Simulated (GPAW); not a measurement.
## How CuNiAu absorbs and reflects light

Aim: the dielectric function of CuNiAu, and the optical constants that follow from it.

Program: GPAW 26.7.0. Level of theory: DFT, RPBE, plane-wave PAW (GPAW data sets), scalar-relativistic, RPA, optical limit. Results are calculated unless marked as measured.

## Step 1: The structure

Symmetry: P3m1, No. 156, trigonal system. The conventional cell has a = 2.746 Å, b = 2.746 Å, c = 6.341 Å, α = 90.00°, β = 90.00°, γ = 120.00°. Nearest to Au lie 3 Ni at 2.71 Å and 3 Cu at 2.74 Å and 6 Au at 2.75 Å. Cu has 3 Ni at 2.48 Å and 3 Au at 2.74 Å and 6 Cu at 2.75 Å nearest. Nearest to Ni lie 3 Cu at 2.48 Å and 3 Au at 2.71 Å and 6 Ni at 2.75 Å. Farther neighbours are not listed.

## Step 2: Ground state

First the ground state: is it a metal or has it a gap?

This step: DFT, RPBE, plane-wave PAW (GPAW data sets), scalar-relativistic, ground state (GPAW 26.7.0).

Contents of gs.py:

```python
from ase import Atoms
from ase.dft.bandgap import bandgap
from gpaw import GPAW, PW, FermiDirac

atoms = Atoms(['Au', 'Cu', 'Ni'],
              cell=[[2.74582291, 0.00000000, 0.00000000],
                    [-1.37291146, 2.37795239, 0.00000000],
                    [0.00000000, 0.00000000, 6.34097912]],
              scaled_positions=[[0.33333333, 0.66666667, 0.99785600],
                                [0.00000000, 0.00000000, 0.35092300],
                                [0.66666667, 0.33333333, 0.65122100]],
              pbc=[True, True, True])
atoms.set_initial_magnetic_moments([0.0, 0.6, 1.0])
atoms.calc = GPAW(mode=PW(400), xc='RPBE', kpts={'size': (9, 9, 4), 'gamma': True},
                  occupations=FermiDirac(0.05), maxiter=150, txt='gs.txt')
print('energy (eV)', atoms.get_potential_energy())
print('Fermi level (eV)', atoms.calc.get_fermi_level())
print('valence electrons', atoms.calc.get_number_of_electrons())
print('gap (eV)', bandgap(atoms.calc, output=None)[0])
print('direct gap (eV)', bandgap(atoms.calc, direct=True, output=None)[0])
print('moments', atoms.get_magnetic_moments().round(3).tolist())
atoms.calc.write('gs.gpw')
```

Command:

```console
> OMP_NUM_THREADS=1 python gs.py
```

Numbers of over 12 decimals in the logs are rounded to 6 here.

The log of the run:

```text
__  _  _
 | _ |_)|_||  |
 |__||  | ||/\| - 26.7.0

Versions:
  Python: 3.12.14
  ASE:    3.29.0
  Numpy:  2.5.5
  Scipy:  1.18.1
  Libxc:  7.0.0

Input parameters:
  mode=PW(ecut=400.0),
  kpts=MonkhorstPack(size=(9, 9, 4), gamma=True),
  maxiter=150,
  occupations=Occupations(name='fermi-dirac', width=0.05, fixmagmom=False),
  xc=XC(name='RPBE')

Diagonalizing LCAO Hamiltonian
Converting LCAO to pw mode

        Au

           Ni

       Cu

Atoms  # Å, Bohr magnetons
|   | symbol |         x |        y |        z |    initial magnetic moments |
| 0 |     Au | -0.000000 | 1.585302 | 6.327384 | ( 0.0000,  0.0000,  0.0000) |
| 1 |     Cu |  0.000000 | 0.000000 | 2.225195 | ( 0.0000,  0.0000,  0.6000) |
| 2 |     Ni |  1.372911 | 0.792651 | 4.129379 | ( 0.0000,  0.0000,  1.0000) |

Unit cell  # Å
| periodic |         x |        y |        z |  lengths |     angles |
|      yes |  2.745823 | 0.000000 | 0.000000 | 2.745823 |  90.000000 |
|      yes | -1.372911 | 2.377952 | 0.000000 | 2.745823 |  90.000000 |
|      yes |  0.000000 | 0.000000 | 6.340979 | 6.340979 | 120.000000 |

Number of symmetries: 2
Symmetry operations  # r_c * U_cc + t_c -> r_c
|   | kind |            matrix            |
| 0 |  E   |  1, 0, 0,  0, 1, 0,  0, 0, 1 |
| 1 |  σ   |  0,-1, 0, -1, 0, 0,  0, 0, 1 |

BZ-sampling:
  Number of BZ points: 324
  Number of IBZ points: 95

  Monkhorst-Pack size: [9, 9, 4]
  Monkhorst-Pack shift: [0.0, 0.0, 0.125]

K-points  # in reciprocal-cell coordinates
|     |                                coordinates |     weight |
|   0 | (  0.00000000,   0.00000000,   0.00000000) | 0.00308642 |
|   1 | (  0.00000000,   0.00000000,   0.25000000) | 0.00617284 |
|   2 | (  0.00000000,   0.00000000,   0.50000000) | 0.00308642 |
|   3 | (  0.11111111,  -0.11111111,  -0.25000000) | 0.00617284 |
|   4 | (  0.11111111,  -0.11111111,   0.00000000) | 0.00617284 |
|   5 | (  0.11111111,  -0.11111111,   0.25000000) | 0.00617284 |
|   6 | (  0.11111111,  -0.11111111,   0.50000000) | 0.00617284 |
|   7 | (  0.11111111,   0.00000000,  -0.25000000) | 0.01234568 |
|   8 | (  0.11111111,   0.00000000,   0.00000000) | 0.01234568 |
|   9 | (  0.11111111,   0.00000000,   0.25000000) | 0.01234568 |
| ... |                                            |            |
|  94 | (  0.44444444,   0.44444444,   0.50000000) | 0.00617284 |

Plane wave coefficients: 788
Cutoff: 400.0 eV

Spin-components: 2 (collinear spins)
Bands:           28
Projectors:      18
Spin-degeneracy: 1
Datatype:        complex128

Parallelization:
  kpt:    1
  domain: 1
  band:   1

Density:
  Valence electrons: 38.0
  Components: 2
  Grid points: [14 14 30]
  Charge: 0.0  # |e|

Potential:
  Grid points: [14 14 30]

species:
  Au:
    name:    Gold
    id:
    Z:       79.0
    valence: 11
    core:    68
    charge:  0.0  # [|e|]
    compensation charges:
      type: gauss
      rc: 0.42  # [Å]
      lmax: 2
    cutoffs:
      filter: 2.33  # [Å]
      core: 2.81  # [Å]
    projectors
    | kind |    occ | energy [eV] | rcut [Å] |
    |   6s |  1.000 |      -5.611 |    1.323 |
    |   6p |  0.000 |      -0.793 |    1.323 |
    |   5d | 10.000 |      -6.824 |    1.323 |
    |    s |        |      21.600 |    1.323 |
    |    p |        |      26.419 |    1.323 |
    |    d |        |      20.388 |    1.323 |

    Using partial waves for Au as LCAO basis

  Cu:
    name:    Copper
    id:
    Z:       29.0
    valence: 11
    core:    18
    charge:  0.0  # [|e|]
    compensation charges:
      type: gauss
      rc: 0.33  # [Å]
      lmax: 2
    cutoffs:
      filter: 2.06  # [Å]
      core: 2.43  # [Å]
    projectors
    | kind |    occ | energy [eV] | rcut [Å] |
    |   4s |  1.000 |      -4.495 |    1.164 |
    |   4p |  0.000 |      -0.718 |    1.164 |
    |   3d | 10.000 |      -4.953 |    1.058 |
    |    s |        |      22.716 |    1.164 |
    |    p |        |      26.494 |    1.164 |
    |    d |        |      22.259 |    1.058 |

    Using partial waves for Cu as LCAO basis

  Ni:
    name:    Nickel
    id:
    Z:       28.0
    valence: 16
    core:    12
    charge:  0.0  # [|e|]
    compensation charges:
      type: gauss
      rc: 0.36  # [Å]
      lmax: 2
    cutoffs:
      filter: 2.14  # [Å]
      core: 1.98  # [Å]
    projectors
    | kind |    occ | energy [eV] | rcut [Å] |
    |   4s |  2.000 |      -5.557 |    1.164 |
    |   3p |  6.000 |     -71.403 |    1.207 |
    |   4p |  0.000 |      -1.222 |    1.207 |
    |   3d |  8.000 |      -8.814 |    1.138 |
    |    s |        |      21.654 |    1.164 |
    |    d |        |      18.397 |    1.138 |

    Using partial waves for Ni as LCAO basis

Reference energy: -603013.601633  # eV

eigensolver:
  PPCG
  Converge bands: occupied
  niter=2

density mixing:
  MSR1-Mixer
  Pratt-step length: 0.05
  Maximum mixing coefficient: 0.75
  Old densities: 10
  SVD Regularization: 0.005
  Good broyden scale: 1.0
  Trust region scale: 1.0
  Backstep threshold: 4.0
  History deletion threshold: 6.0
  Fourier metric: weight=20.0, sigma=0.015

occupation numbers:
  Fermi-Dirac:
    width: 0.0500  # eV

poisson solver:
  ecut: 3200.0  # eV

xc functional:
  name: RPBE with 2 nearest neighbor stencil

convergence criteria:
- Maximum [total energy] change in last 3 cyles: 0.0005 eV / valence electron
- Maximum integral of absolute [dens]ity change: 0.0001 electrons / valence electron
- Maximum integral of absolute [eigenst]ate change: 4e-08 eV^2 / valence electron
maximum number of iterations: 150

SCF iterations
|iter     |      energy | eigst |  dens |  magmom |
|iter:   1||  -18.032909 | +0.03 |       |  +1.5919|
|iter:   2||  -13.345911 | -1.46 | -0.76 |  +1.5205|
|iter:   3||  -12.604961 | -1.49 | -0.94 |  +1.3222|
|iter:   4||  -12.000847 | -2.26 | -1.16 |  +1.3236|
|iter:   5||  -11.911649 | -2.72 | -1.32 |  +1.1334|
|iter:   6||  -11.977141 | -2.66 | -1.52 |  +0.8440|
|iter:   7||  -11.951113 | -3.27 | -1.62 |  +0.6905|
|iter:   8||  -11.959640 | -3.65 | -1.91 |  +0.4847|
|iter:   9||  -11.960848c| -3.97 | -2.32 |  +0.3564|
|iter:  10||  -11.960886c| -4.20 | -2.54 |  +0.3062|
|iter:  11||  -11.961106c| -4.85 | -2.69 |  +0.3125|
|iter:  12||  -11.961073c| -5.45 | -2.84 |  +0.3077|
|iter:  13||  -11.961177c| -5.31 | -3.13 |  +0.2912|
|iter:  14||  -11.961235c| -5.55 | -3.35 |  +0.2754|
|iter:  15||  -11.961234c| -5.70 | -3.53 |  +0.2668|
|iter:  16||  -11.961234c| -6.82 | -3.85 |  +0.2679|
|iter:  17||  -11.961235c| -7.65c| -4.44c|  +0.2682|

Converged in 17 steps
SCF loop duration: 112.843 s (6.638 s/step)
Energy contributions relative to reference atoms: (reference = -603013.601633)

Energy contributions:
  Kinetic:          -9.041865
  Coulomb:           7.060861
  Zero:              0.570049
  External:          0.000000
  Xc:              -10.542309
  Entropy:          -0.015941
  Spinorbit:         0.000000
  ----------------------------
  Free energy:     -11.969205
  Extrapolated:    -11.961235

dipole moment: (-4.455280, -4.289546, 21.485486)  # |e|*Ang

Total magnetic moment: (0.000000, 0.000000, 0.268187)

Local magnetic moments
|        x |        y |         z |
| 0.000000 | 0.000000 | -0.001300 |  # Au   0
| 0.000000 | 0.000000 | -0.000194 |  # Cu   1
| 0.000000 | 0.000000 |  0.299037 |  # Ni   2

Fermi level: 8.516
Eigenvalues  # (at kpt = [0.000, 0.000, 0.000])
| band index |      eig [eV] | occ [0-1] |      eig [eV] | occ [0-1] |
|          0 |       -54.743 |     1.000 |       -54.364 |     1.000 |
|        ... |               |           |               |           |
|         13 |         6.149 |     1.000 |         6.163 |     1.000 |
|         14 |         6.580 |     1.000 |         6.614 |     1.000 |
|         15 |         6.580 |     1.000 |         6.614 |     1.000 |
|         16 |         7.086 |     1.000 |         7.340 |     1.000 |
|         17 |         7.303 |     1.000 |         7.623 |     1.000 |
|         18 |         7.303 |     1.000 |         7.623 |     1.000 |
|         19 |         7.999 |     1.000 |         8.228 |     0.997 |
|         20 |         7.999 |     1.000 |         8.228 |     0.997 |
|         21 |        18.178 |     0.000 |        18.185 |     0.000 |
|         22 |        18.757 |     0.000 |        18.783 |     0.000 |
|         23 |        25.286 |     0.000 |        25.281 |     0.000 |
|         24 |        28.111 |     0.000 |        28.110 |     0.000 |
|         25 |        28.111 |     0.000 |        28.110 |     0.000 |
|         26 |        28.524 |     0.000 |        28.546 |     0.000 |
|         27 |        28.524 |     0.000 |        28.546 |     0.000 |

No gap
No difference between direct/indirect transitions

--- standard output ---
energy (eV) -11.961235
Fermi level (eV) 8.516010
valence electrons 38.0
gap (eV) 0.0
direct gap (eV) 0.0
moments [-0.001, -0.0, 0.299]
```

Elapsed: 2 min, on 1 thread of Arm Neoverse V2, shared host; peak memory 0.23 GiB.

Numbers from this step:

| Item | Value |
| --- | --- |
| energy | -11.96 eV |
| Fermi energy | 8.516 eV |
| electrons | 38 |
| site moments | -0.001, 0, 0.299 μB |

There are states at the Fermi level within the smearing, so the occupations stay smeared and the carriers get a Drude term.

## Step 3: Bands for the response

The response needs many more empty bands than the density does.

This step: DFT, RPBE, plane-wave PAW (GPAW data sets), scalar-relativistic, bands at fixed density (GPAW 26.7.0).

Contents of nscf.py:

```python
from ase.dft.bandgap import bandgap
from gpaw import GPAW, FermiDirac

calc = GPAW('gs.gpw').fixed_density(kpts={'size': (17, 17, 7), 'gamma': True}, nbands=38, convergence={'bands': 32},
                                    occupations=FermiDirac(0.05), txt='nscf.txt')
print('gap (eV)', bandgap(calc, output=None)[0])
print('direct gap (eV)', bandgap(calc, direct=True, output=None)[0])
calc.write('full.gpw', mode='all')
```

Command:

```console
> OMP_NUM_THREADS=1 python nscf.py
```

The log of the run:

```text
Diagonalizing LCAO Hamiltonian
Converting LCAO to pw mode
convergence criteria:
- Maximum integral of absolute [eigenst]ate change: 4e-08 eV^2 / valence electron
maximum number of iterations: 150

SCF iterations
|iter     |      energy | eigst |  dens |  magmom |
|iter:   1||             | +2.06 |       |  +0.2682|
|iter:   2||             | +0.56 |       |  +0.2682|
|iter:   3||             | -0.44 |       |  +0.2682|
|iter:   4||             | -1.40 |       |  +0.2682|
|iter:   5||             | -2.50 |       |  +0.2682|
|iter:   6||             | -3.58 |       |  +0.2682|
|iter:   7||             | -4.76 |       |  +0.2682|
|iter:   8||             | -6.04 |       |  +0.2682|
|iter:   9||             | -7.13 |       |  +0.2682|
|iter:  10||             | -7.67c|       |  +0.2682|
SCF steps: 10
  __  _  _
 | _ |_)|_||  |
 |__||  | ||/\| - 26.7.0

Versions:
  Python: 3.12.14
  ASE:    3.29.0
  Numpy:  2.5.5
  Scipy:  1.18.1
  Libxc:  7.0.0

Input parameters:
  mode=PW(ecut=400.0),
  convergence={'bands': 32},
  gpts=array([14, 14, 30]),
  kpts=MonkhorstPack(size=(17, 17, 7), gamma=True),
  maxiter=150,
  nbands=38,
  occupations=Occupations(name='fermi-dirac', width=0.05, fixmagmom=False),
  parallel={},
  xc=XC(name='RPBE')

--- standard output ---
gap (eV) 0.0
direct gap (eV) 0.0
```

Elapsed: 7.6 min, on 1 thread; peak memory 0.81 GiB.

## Step 4: Dielectric function, RPA

Transitions between filled and empty bands, summed over the zone, give the optical response, so mesh, band count and broadening shape it.

The induced potential is part of this response.

This step: DFT, RPBE, plane-wave PAW (GPAW data sets), scalar-relativistic, RPA, optical limit (GPAW 26.7.0).

Contents of df.py:

```python
from gpaw.response.df import DielectricFunction

df = DielectricFunction('full.gpw', frequencies={'type': 'nonlinear', 'domega0': 0.03, 'omega2': 8},
                        ecut=30,
                        eta=0.15,
                        nbands=32,
                        rate=0.03,
                        txt='df.txt')
for direction in ['x', 'z']:
    df.get_dielectric_function(xc='RPA', direction=direction, filename=f'df_{direction}.csv')
```

Command:

```console
> OMP_NUM_THREADS=1 python df.py
```

The log of the run:

```text
Using integrator: PointIntegrator
NonLinearFrequencyDescriptor(from 0.000 to 87.150 eV, 528 points)
Nonperiodic BCs:  [False False False]
Using integrator: PointIntegrator
NonLinearFrequencyDescriptor(from 0.000 to 87.150 eV, 528 points)
Nonperiodic BCs:  [False False False]
Using integrator: PointIntegrator

Calculating chi0 body with:
    Ground state adapter containing:
    Number of spins: 2
    Number of kpoints: 2023
    Number of irreducible kpoints: 540
    Number of completely occupied states: 15
    Number of partially occupied states: 21

    Linear response parametrization:
    q_c: [0.0, 0.0, 0.0]
    Number of frequency points: 528
    Planewave cutoff: 30.0
    Number of bands: 32
    Number of planewaves: 11
    Broadening (eta): 0.15

Integrating chi0 body.

Symmetries of q_c:
    Direct symmetries (Uq -> q): 2
    Indirect symmetries (TUq -> q): 2
In total 4 allowed symmetries.

540 groups of equivalent kpoints. 73.306970% reduction.

Integral kind: spectral function

Calculating chi0 optical extensions with:
    Ground state adapter containing:
    Number of spins: 2
    Number of kpoints: 2023
    Number of irreducible kpoints: 540
    Number of completely occupied states: 15
    Number of partially occupied states: 21

    Linear response parametrization:
    Number of frequency points: 528
    Planewave cutoff: 30.0
    Number of bands: 32
    Number of planewaves: 11
    Broadening (eta): 0.15
Integrating chi0 head and wings.

Symmetries of q_c:
    Direct symmetries (Uq -> q): 2
    Indirect symmetries (TUq -> q): 2
In total 4 allowed symmetries.

540 groups of equivalent kpoints. 73.306970% reduction.

Integral kind: spectral function wings

Calculating drude chi0 with:
    Number of frequency points:528
    Plasma frequency decay rate: 0.03 eV

    Ground state adapter containing:
    Number of spins: 2
    Number of kpoints: 2023
    Number of irreducible kpoints: 540
    Number of completely occupied states: 15
    Number of partially occupied states: 21

Symmetries of q_c:
    Direct symmetries (Uq -> q): 2
    Indirect symmetries (TUq -> q): 2
In total 4 allowed symmetries.

540 groups of equivalent kpoints. 73.306970% reduction.

Integral kind: intraband
Plasma frequency:
[[5.78-0.j   0.  +0.02j 0.01+0.j  ]
 [0.  +0.02j 5.78-0.j   0.  -0.01j]
 [0.01+0.j   0.  -0.01j 5.06-0.j  ]]
```

It took 90 s on 1 thread; peak memory 0.39 GiB.

[end of part 1 of 2]

[Machine, clock and banner lines and Python warnings are left out of the logs.]

[Logs are printed without paths, hosts, clocks, repeated set-up lines and the standing remarks that a program may print on its own settings, such as how far it seeks lower states.]

[Hosts, paths, dates, database ids (printed as entryN), source tags and the programs' standing remarks are cut or masked in the printed files.]
